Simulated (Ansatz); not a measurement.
# Ca4As2Se: complex band structure, part 2 of 3

Aim: relax a made-up compound, Ca4As2Se, and see how good a tunnel barrier it would be. It is built by putting Se for O in the Ca4As2O structure of space group I4/mmm, with the volume rescaled by atomic radii. The parent structure comes from the Materials Project.

Ansatz 0.2.0; PBE DFT, plane waves, PAW files (the session's first sound run).

So far. Step 2 (Relaxing the new crystal): The largest force component on a free atom ends at 2.3e-4 eV/Å.

The structure was built from a prototype and need not be the compound's stable phase.

**3. Band edges**

The energy window and the wavevectors of the next steps follow from the band edges, so these are searched first, off the mesh as well.

The input, input.yaml:

```yaml
crystal:
  lattice:
    - [-2.6241296313, 2.6241296313, 7.7891127657]
    - [2.6241296313, -2.6241296313, 7.7891127657]
    - [2.6241296313, 2.6241296313, -7.7891127657]
  atoms:
    - { symbol: Ca, position: [0.6881156277, 0.6881156277, 0.0] }
    - { symbol: Ca, position: [0.3118843723, 0.3118843723, 0.0] }
    - { symbol: Ca, position: [0.0, 0.5, 0.5] }
    - { symbol: Ca, position: [0.5, 0.0, 0.5] }
    - { symbol: As, position: [0.8705997224, 0.8705997224, 0.0] }
    - { symbol: As, position: [0.1294002776, 0.1294002776, 0.0] }
    - { symbol: Se, position: [0.5, 0.5, 0.0] }
kpoints:
  mp_grid: { grid: [8, 8, 8] }
  band_path: { path: [VBM, CBM], npoints: 30 }
scf:
  occupations: { method: fixed }
hamiltonian:
  xc: pbe
output:
  eigenvalues: true
  write_potential: true
  write_density: true
  volumetric_format: npy
```

Started as:

```sh
> ansatz run input.yaml --threads 2 --pin off --max-ram 4096MiB --backend cpu --events-out ev --progress --plain --runs-dir out
```

Numbers of over 12 decimals in the logs are rounded to 6 here.

Log:

```text
[...]
Crystal: 7 atoms, lattice volume = 214.545 Å³
Basis set: ecut = 420 eV, 4203 PW (Γ)
Bands: 52, of which v1, the nominal top of the filled ones, is band 43 counted from 1 (42 counted from 0)
Symmetry: 16 space group operations
[...]
k-points: 59 of 512
[...]
SCF iter   1: F=—  HF=-22456.466425 eV  |F-HF|=—  |Δ(HF+E_count)|=         —  Δρ=1.59e-3  dr2=5.58e-3  ethr=1.77e-3  ⟨swp⟩=5.5  Hψ=11698  notcnv=0  defer=351
[...]
SCF iter   7: F=-22456.467356 eV  HF=-22456.467356 eV  |F-HF|=1.57e-8  |Δ(HF+E_count)|=   1.31e-7  Δρ=3.61e-6  dr2=3.71e-8  ethr=1.16e-10  ⟨swp⟩=15.9  Hψ=17323  notcnv=0
SCF 1 converged in 7 iterations: F = -22456.467356 eV  dr2 = 3.71e-8
[...]
NSCF: frozen V_eff on 30 k-points
[...]
SCF converged after 7 iterations
Free energy (F): -22456.467356 eV
[...]
Internal energy: -22456.467356 eV  (E = F + TS)
E sigma→0 (E₀):  -22456.467356 eV
Fermi energy:    6.532633 eV
[...]
--- Band table (eV; the first three rows and the last of 59) ---
  k-point 0: bands = [... 39 lower, 5.4666, 6.2454, 6.2454, 6.5326, 6.8925, 7.6525, 7.7849, 8.2569, ... 5 higher]
  k-point 1: bands = [... 39 lower, 5.4173, 5.5251, 6.0200, 6.4305, 7.4269, 7.9274, 8.1423, 8.2918, ... 5 higher]
  k-point 2: bands = [... 39 lower, 5.1240, 5.5163, 5.6166, 6.1464, 7.8659, 8.1669, 8.4922, 8.8519, ... 5 higher]
  k-point 58: bands = [... 39 lower, 5.5099, 5.5099, 5.9920, 5.9920, 7.4442, 7.6689, 7.7089, 7.7770, ... 5 higher]
```

Elapsed: 32 s, on 2 threads of Intel Xeon Platinum 8259CL at 2.50GHz (Skylake/Cascade Lake), shared host; peak memory 0.87 GiB.

Reading the cycles: dr2 is the Hartree energy of the density residual (eV), the measure of convergence; HF is the Harris–Foulkes estimate of the energy, which meets the free energy F at convergence.

Numbers from this step:

```yaml
free_energy: -22456.4674 eV
fermi_energy: 6.533 eV
gap_on_the_k_mesh: 0.3598 eV
gap_on_path: 0.3598 eV, by band count; negative where bands overlap
direct_gap_on_path: 0.3598 eV
edge_places_on_path: 0, 0 1/A along the path
```

Levels at VBM (eV): -3.85, -3.13, -3.13, -2.50, -1.07, -1.07, -0.29, -0.29, 0.00, 0.36, 1.12, 1.25, 1.72, 1.72, 1.94, 2.67, 2.72, 2.72.

The searched edges give 0.360 eV, as on the mesh.

**4. Decaying states in the gap**

This step: PBE DFT, plane waves, PAW files; complex bands by layer matching along the plane's normal (Ansatz 0.2.0).

The same crystal is laid in a cell whose first two vectors span the (001) plane (indices of the standard conventional cell, whose axes can be ordered otherwise than in the bulk input). At fixed energy and wavevector in the plane the solver finds all kz, real and complex. A few wavevectors are listed, (0, 0) and (0.5, 0) in units of the plane's reciprocal vectors; the slowest state needn't be among them.

The input, input.yaml:

```yaml
crystal:
  lattice:
    - [5.248259263, 0.0, 0.0]
    - [0.0, 5.248259263, 0.0]
    - [2.624129631, 2.624129631, 7.789112766]
  atoms:
    - { symbol: Ca, position: [0.3118843723, 0.3118843723, 0.3762312554] }
    - { symbol: Ca, position: [0.6881156277, 0.6881156277, 0.6237687446] }
    - { symbol: Ca, position: [0.5, 0.0, 0.0] }
    - { symbol: Ca, position: [0.0, 0.5, 0.0] }
    - { symbol: As, position: [0.1294002776, 0.1294002776, 0.7411994448] }
    - { symbol: As, position: [0.8705997224, 0.8705997224, 0.2588005552] }
    - { symbol: Se, position: [0.5, 0.5, 0.0] }
kpoints:
  mp_grid: { grid: [6, 6, 6] }
scf:
  occupations: { method: fixed }
hamiltonian:
  xc: pbe
output:
  eigenvalues: true
  transmission:
    leads: [[0, 0]]
    kpoints: [[0.0, 0.0], [0.5, 0.0]]
    e_range: [-1.0, 1.36]
    de: 0.05
```

Log:

```text
[...]
Crystal: 7 atoms, lattice volume = 214.545 Å³
Basis set: ecut = 420 eV, 4203 PW (Γ)
Bands: 52, of which v1, the nominal top of the filled ones, is band 43 counted from 1 (42 counted from 0)
Symmetry: 16 space group operations
[...]
k-points: 30 of 216
[...]
SCF iter   1: F=—  HF=-22456.465162 eV  |F-HF|=—  |Δ(HF+E_count)|=         —  Δρ=1.59e-3  dr2=5.47e-3  ethr=1.77e-3  ⟨swp⟩=5.4  Hψ=5967  notcnv=0  defer=179
[...]
SCF iter   7: F=-22456.466318 eV  HF=-22456.466318 eV  |F-HF|=5.84e-9  |Δ(HF+E_count)|=   1.25e-7  Δρ=3.24e-6  dr2=2.99e-8  ethr=1.16e-10  ⟨swp⟩=15.8  Hψ=8457  notcnv=0
SCF 1 converged in 7 iterations: F = -22456.466318 eV  dr2 = 2.99e-8
[...]
transmission: 13 of 26 steps passed
transmission: 26 of 26 steps passed
SCF converged after 7 iterations
Free energy (F): -22456.466318 eV
[...]
Internal energy: -22456.466318 eV  (E = F + TS)
E sigma→0 (E₀):  -22456.466318 eV
Fermi energy:    6.533081 eV
[...]
--- Band table (eV; the first three rows and the last of 30) ---
  k-point 0: bands = [... 39 lower, 5.4670, 6.2459, 6.2459, 6.5331, 6.8926, 7.6526, 7.7849, 8.2569, ... 5 higher]
  k-point 1: bands = [... 39 lower, 5.4757, 6.0541, 6.1781, 6.1781, 7.2348, 7.6623, 7.6659, 8.4158, ... 5 higher]
  k-point 2: bands = [... 39 lower, 5.4969, 5.5023, 6.0526, 6.0526, 7.5042, 7.5435, 7.6940, 8.0177, ... 5 higher]
  k-point 29: bands = [... 39 lower, 4.9677, 5.2167, 5.2386, 5.7979, 8.3673, 8.3984, 8.5048, 8.6150, ... 5 higher]
--- Transmission ---
  basis      : 241 plane waves across, 13 finite elements along
  points     : 2, as listed
  energies   : 48 from -1.000000 to 1.350000 eV about the Fermi level, 0.050000 eV apart; the leads are filled to 0.179781 eV, and channels, transmission and decay are at 0.200000 eV
  crystal 0  : Ca4As2Se1, at the sites [0, 0], period 7.7891 Å: whole cells are its period
    offset         : up to 0.0000 Å between an atom of the period and one for which it stands
    channels       : 0.000000e0 a spin
    conductance    : none, the energies end too early or step too widely for 300 K: set another output.transmission.e_range or a lower de, or, where they end at an eighth of basis.ecutwfc, a higher one
    slowest decay  : 0.0412 /Å at (0.0000, 0.0000)
```

The job ended after 63 s (2 threads; peak memory 0.87 GiB; 93 s of CPU time).

This step gave:

```
free energy                                               : -22456.4663 eV
gap on the k-mesh                                         : 0.3596 eV
level to which the leads are filled                       : 0.1798 eV from the Fermi level
decay constant at the filling level, zone centre          : 0.04118 Å⁻¹
decay constant at the filling level, slowest listed point : 0.0412 Å⁻¹
```

K parallel (0, 0); values up to 1.5 1/Å, a degenerate pair printed once or twice; energies at which all values exceed this have no row. Im kz of the slowest decaying states against energy, zero at the highest filled level on the SCF mesh:

```
energy (eV)  decay 1 (Å⁻¹)  decay 2 (Å⁻¹)  decay 3 (Å⁻¹)  decay 4 (Å⁻¹)
     -1.000          0.142          0.233          0.667          0.680
     -0.900          0.223          0.237          0.664          0.673
     -0.800          0.219          0.241          0.647          0.658
     -0.700          0.187          0.243          0.629          0.643
     -0.600          0.123          0.245          0.611          0.628
     -0.550         0.0502          0.245          0.601          0.620
     -0.450          0.246          0.582          0.604          0.769
     -0.350          0.245          0.562          0.587          0.774
     -0.250         0.0905          0.244          0.541          0.570
     -0.150          0.161          0.241          0.519          0.553
     -0.050          0.198          0.238          0.496          0.536
      0.000         5.8e-4          0.211          0.236          0.484
      0.050         0.0278          0.221          0.234          0.471
      0.150         0.0404          0.229          0.237          0.445
      0.200         0.0412          0.226          0.243          0.431
      0.300         0.0316          0.219          0.252          0.402
      0.400          0.211          0.257          0.370          0.451
      0.500          0.202          0.259          0.334          0.431
      0.600          0.192          0.259          0.292          0.411
      0.700          0.179          0.243          0.257          0.391
      0.800          0.165          0.178          0.252          0.372
      0.900         0.0572          0.148          0.245          0.355
      0.950          0.138          0.241          0.346          0.375
      1.050          0.114          0.231          0.264          0.331
      1.150         0.0421         0.0824          0.219          0.317
      1.250          0.120          0.203          0.232          0.306
      1.350         0.0900          0.157          0.185          0.295
```

K parallel (0, 0). The Re kz of states that move upwards by energy, zero at the highest filled level on the SCF mesh:

```
energy (eV)  channel 1 (Å⁻¹)  channel 2 (Å⁻¹)  channel 3 (Å⁻¹)
     -1.000           -0.260                -                -
     -0.900           -0.232                -                -
     -0.800           -0.207                -                -
     -0.650           -0.172                -                -
     -0.550           -0.150                -                -
     -0.450           -0.234           -0.234           -0.128
     -0.350           -0.129           -0.129           -0.106
     -0.200          -0.0722                -                -
     -0.100          -0.0468                -                -
      0.000                -                -                -
      0.100                -                -                -
      0.250                -                -                -
      0.350                -                -                -
      0.450           0.0500                -                -
      0.550           0.0832                -                -
      0.700            0.134                -                -
      0.800            0.171                -                -
      0.900            0.213                -                -
      1.000           -0.239            0.263                -
      1.150           -0.119            0.217                -
      1.250           -0.383          -0.0136                -
      1.350           -0.316                -                -
```

K parallel (0.5, 0); values up to 1.5 1/Å, a degenerate pair printed once or twice; energies at which all values exceed this have no row. Im kz of the slowest decaying states against energy, zero at the highest filled level on the SCF mesh:

```
energy (eV)  decay 1 (Å⁻¹)  decay 2 (Å⁻¹)  decay 3 (Å⁻¹)  decay 4 (Å⁻¹)
     -1.000          0.128          0.162          0.590          0.820
     -0.800          0.127          0.372          0.572          0.812
     -0.600          0.460          0.556          0.801           1.18
     -0.400          0.124          0.493          0.541          0.787
     -0.200          0.184          0.505          0.525          0.770
      0.000          0.213          0.506          0.507          0.752
      0.200          0.231          0.487          0.499          0.731
      0.400          0.241          0.465          0.484          0.709
      0.600          0.245          0.441          0.463          0.684
      0.800          0.245          0.413          0.435          0.656
      1.000          0.240          0.380          0.398          0.625
      1.200          0.229          0.344          0.347          0.590
```

At the listed wavevectors the last open channel is at -0.05 eV and the next at +0.40 eV on the grid. At +0.20 eV, the grid energy nearest the filling level (the middle of the gap on the SCF mesh), the slowest state at the listed wavevectors decays with κ = 0.0412 Å⁻¹, its amplitude falling by e over 24 Å. Through 1 nm of this crystal that state's transmission falls by exp(−2 × 0.0412 Å⁻¹ × 10 Å) = 0.44.

**5. Decay over the two-dimensional zone**

The listed points could miss the slowest state, so one energy near mid-gap is solved on a mesh of 8×8.

Changes to input.yaml since step 4:

```diff
@@ -21,6 +21,2 @@
   eigenvalues: true
-  transmission:
-    leads: [[0, 0]]
-    kpoints: [[0.0, 0.0], [0.5, 0.0]]
-    e_range: [-1.0, 1.36]
-    de: 0.05
+  transmission: { leads: [[0, 0]], kmesh: [8, 8], e_range: [0.18, 0.19], de: 0.05 }
```

Log:

```text
[...]
Crystal: 7 atoms, lattice volume = 214.545 Å³
Basis set: ecut = 420 eV, 4203 PW (Γ)
Bands: 52, of which v1, the nominal top of the filled ones, is band 43 counted from 1 (42 counted from 0)
Symmetry: 16 space group operations
[...]
k-points: 30 of 216
[...]
SCF iter   1: F=—  HF=-22456.465162 eV  |F-HF|=—  |Δ(HF+E_count)|=         —  Δρ=1.59e-3  dr2=5.47e-3  ethr=1.77e-3  ⟨swp⟩=5.4  Hψ=5967  notcnv=0  defer=179
[...]
SCF iter   7: F=-22456.466318 eV  HF=-22456.466318 eV  |F-HF|=5.84e-9  |Δ(HF+E_count)|=   1.25e-7  Δρ=3.24e-6  dr2=2.99e-8  ethr=1.16e-10  ⟨swp⟩=15.8  Hψ=8457  notcnv=0
SCF 1 converged in 7 iterations: F = -22456.466318 eV  dr2 = 2.99e-8
[...]
transmission: 24 of 180 steps passed
transmission: 48 of 180 steps passed
[...]
transmission: 180 of 180 steps passed
SCF converged after 7 iterations
Free energy (F): -22456.466318 eV
[...]
Internal energy: -22456.466318 eV  (E = F + TS)
E sigma→0 (E₀):  -22456.466318 eV
Fermi energy:    6.533081 eV
[...]
--- Band table (eV; the first three rows and the last of 30) ---
  k-point 0: bands = [... 39 lower, 5.4670, 6.2459, 6.2459, 6.5331, 6.8926, 7.6526, 7.7849, 8.2569, ... 5 higher]
  k-point 1: bands = [... 39 lower, 5.4757, 6.0541, 6.1781, 6.1781, 7.2348, 7.6623, 7.6659, 8.4158, ... 5 higher]
  k-point 2: bands = [... 39 lower, 5.4969, 5.5023, 6.0526, 6.0526, 7.5042, 7.5435, 7.6940, 8.0177, ... 5 higher]
  k-point 29: bands = [... 39 lower, 4.9677, 5.2167, 5.2386, 5.7979, 8.3673, 8.3984, 8.5048, 8.6150, ... 5 higher]
--- Transmission ---
  basis      : 241 plane waves across, 12 finite elements along
  points     : 15, standing for a mesh of 8 x 8
  energies   : 1 from 0.180000 to 0.180000 eV about the Fermi level; the leads are filled to 0.179781 eV, and channels, transmission and decay are at 0.180000 eV
  crystal 0  : Ca4As2Se1, at the sites [0, 0], period 7.7891 Å: whole cells are its period
[...]
channels       : 0.000000e0 a spin
    conductance    : none, crystal 0 has no channel at the energies, or these end too early or step too widely for 300 K: set another output.transmission.e_range or a lower de, or, where they end at an eighth of basis.ecutwfc, a higher one
    slowest decay  : 0.0413 /Å at (0.0000, 0.0000)
```

It took 30 s on 2 threads; peak memory 0.98 GiB; 59 s of CPU time.

Numbers from this step:

```
least decay constant on the mesh : 0.0413 Å⁻¹
```

Slowest decay constant (1/Å; 0 where a channel is open) over k1 and k2. At 0.1800 eV from the Fermi level.

Ten even steps from '_' (0.041) to '@' (0.292):
```
######%%##%%####
%%######@@######
%%%%##==--==##%%
####@@--__--@@##
%%%%##==--==##%%
%%######@@######
######%%##%%####
####%%%%##%%%%##
```
Columns: k1 (b1) from -0.5 to 0.375; rows upwards: k2 (b2) from -0.5 to 0.375.

The least value on the mesh is 0.0413 Å⁻¹ at +0.18 eV. At that energy the listed points give about 0.0409 Å⁻¹ by interpolation, so the mesh holds no clearly slower state.

**6. Band edges at another level**

This step: PBEsol DFT, plane waves, PAW files (Ansatz 0.2.0).

The edges again with PBEsol, at the same atoms.

The input, input.yaml:

```yaml
crystal:
  lattice:
    - [-2.6241296313, 2.6241296313, 7.7891127657]
    - [2.6241296313, -2.6241296313, 7.7891127657]
    - [2.6241296313, 2.6241296313, -7.7891127657]
  atoms:
    - { symbol: Ca, position: [0.6881156277, 0.6881156277, 0.0] }
    - { symbol: Ca, position: [0.3118843723, 0.3118843723, 0.0] }
    - { symbol: Ca, position: [0.0, 0.5, 0.5] }
    - { symbol: Ca, position: [0.5, 0.0, 0.5] }
    - { symbol: As, position: [0.8705997224, 0.8705997224, 0.0] }
    - { symbol: As, position: [0.1294002776, 0.1294002776, 0.0] }
    - { symbol: Se, position: [0.5, 0.5, 0.0] }
kpoints:
  mp_grid: { grid: [8, 8, 8] }
  band_path: { path: [VBM, CBM], npoints: 30 }
scf:
  occupations: { method: fixed }
hamiltonian:
  xc: pbesol
output:
  eigenvalues: true
```

Log:

```text
[...]
Crystal: 7 atoms, lattice volume = 214.545 Å³
Basis set: ecut = 420 eV, 4203 PW (Γ), FFT grids on a1+a3, a2+a3, a3
Bands: 52, of which v1, the nominal top of the filled ones, is band 43 counted from 1 (42 counted from 0)
Symmetry: 16 space group operations
[...]
k-points: 59 of 512
[...]
SCF iter   1: F=—  HF=-22232.823578 eV  |F-HF|=—  |Δ(HF+E_count)|=         —  Δρ=2.49e-3  dr2=1.47e-2  ethr=1.77e-3  ⟨swp⟩=5.4  Hψ=11793  notcnv=0  defer=346
[...]
SCF iter   7: F=-22232.820148 eV  HF=-22232.820148 eV  |F-HF|=1.74e-8  |Δ(HF+E_count)|=   1.21e-7  Δρ=3.73e-6  dr2=5.09e-8  ethr=1.16e-10  ⟨swp⟩=15.9  Hψ=16934  notcnv=0
SCF 1 converged in 7 iterations: F = -22232.820148 eV  dr2 = 5.09e-8
[...]
SCF converged after 7 iterations
Free energy (F): -22232.820148 eV
[...]
Internal energy: -22232.820148 eV  (E = F + TS)
E sigma→0 (E₀):  -22232.820148 eV
Fermi energy:    6.426561 eV
[...]
--- Band table (eV; the first three rows and the last of 59) ---
  k-point 0: bands = [... 39 lower, 5.3487, 6.1404, 6.1404, 6.4266, 6.7272, 7.4961, 7.6546, 8.1223, ... 5 higher]
  k-point 1: bands = [... 39 lower, 5.2890, 5.4117, 5.9118, 6.3220, 7.2735, 7.7956, 8.0009, 8.1478, ... 5 higher]
  k-point 2: bands = [... 39 lower, 5.0007, 5.4046, 5.5043, 6.0337, 7.7160, 8.0324, 8.3464, 8.7270, ... 5 higher]
  k-point 58: bands = [... 39 lower, 5.3906, 5.3906, 5.8834, 5.8834, 7.3063, 7.5047, 7.5496, 7.6474, ... 5 higher]
```

Elapsed: 27 s, on 2 threads; peak memory 0.77 GiB.

Numbers from this step:

```yaml
free_energy: -22232.8201 eV
fermi_energy: 6.427 eV
gap_on_the_k_mesh: 0.3007 eV
gap_on_path: 0.3007 eV, by band count; negative where bands overlap
direct_gap_on_path: 0.3007 eV
```

Levels at VBM (eV): -3.86, -3.13, -3.13, -2.53, -1.08, -1.08, -0.29, -0.29, 0.00, 0.30, 1.07, 1.23, 1.70, 1.70, 1.91, 2.68, 2.69, 2.69.

The searched edges give 0.301 eV, as on the mesh.

Between step 3 and this run (PBEsol) the value for the gap on the k-mesh moves from 0.360 eV to 0.301 eV.

(Continued in part 3 of 3.)

[Logs are printed without paths, hosts, clocks, repeated set-up lines and the standing remarks that a program may print on its own settings, such as how far it seeks lower states.]

[Hosts, paths, dates, database ids (printed as entryN), source tags and the programs' standing remarks are cut or masked in the printed files.]
